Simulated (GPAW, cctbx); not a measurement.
# What do these deviations say about the bonding?

LiPPdO4, I-4 (no. 82), a = 5.4367 Å, b = 5.4367 Å, c = 5.6763 Å, α = 90.00°, β = 90.00°, γ = 90.00°.

```
atom  mult.       x       y       z
 Pd1      2       0       0       0
  P1      2       0     1/2     3/4
  O1      8  0.1693  0.3346  0.9090
 Li1      2       0       0     1/2
```

The cell comes from substitution in a known structure type and wasn't matched to any measured phase.

Absolute values of the static structure factors of the conventional cell from DFT (PBE, GPAW) against free spherical atoms, in electrons:

```
hkl  d (Å)  free atoms  crystal
011  3.926       87.91    87.15
110  3.844       49.08    48.50
002  2.838       78.95    79.22
020  2.718       77.66    76.06
112  2.283       95.56    95.20
121  2.235       96.00    97.15
211  2.235       44.76    43.30
022  1.963       44.73    44.31
220  1.922       98.42    98.84
013  1.787       62.15    61.35
```

**Question.** Which way does charge move, and which reflections show it best?

Project each element's phase sum on the total phase. |F| rises if density moves to atoms that scatter in phase and falls if it moves to atoms that scatter against it; the rule is for low angles, since changes of shape take over beyond. Where all elements are in phase the terms compete, and the compactness of the donor's and the acceptor's density matters too.

| hkl | Pd in phase | P in phase | O in phase | Li in phase | change (e) | (%) |
| --- | --- | --- | --- | --- | --- | --- |
| 011 | +1.8 | +0.9 | +0.9 | -1.8 | -0.76 | -0.9 |
| 110 | +2.0 | -2.0 | -2.0 | +2.0 | -0.58 | -1.2 |
| 002 | +2.0 | -2.0 | +3.3 | +2.0 | +0.28 | +0.3 |
| 020 | +2.0 | +2.0 | -4.1 | +2.0 | -1.61 | -2.1 |
| 112 | +1.9 | +1.9 | +0.9 | +1.9 | -0.36 | -0.4 |
| 121 | +2.0 | +0.3 | +4.9 | -2.0 | +1.15 | +1.2 |
| 211 | +1.9 | +0.6 | -5.0 | -1.9 | -1.47 | -3.3 |
| 022 | +2.0 | -2.0 | -1.7 | +2.0 | -0.42 | -0.9 |

Low-angle reflections that set elements apart and change by more than 0.05 e: 011, 110, 002, 020, 112, 121, 211 and 022. The signs fit a gain of density on O and a loss on Pd, P and Li. The best witness is 211, -3.3 %, where O enters with -5.0. The real-space density agrees: Voronoi charges Pd +0.58, P +0.47, O -0.28, Li +0.09 e. The shortest bond, P–O, has Δρ = +0.35 e/Å³ at its midpoint, a covalent bond charge.

[Outputs are excerpts: Python notices, other lines and further rows are left out; steps that failed or that the build refused (PBEsol, TPSS) are not shown.]

[Logs are printed without paths, hosts, clocks, repeated set-up lines and the standing remarks that a program may print on its own settings, such as how far it seeks lower states.]
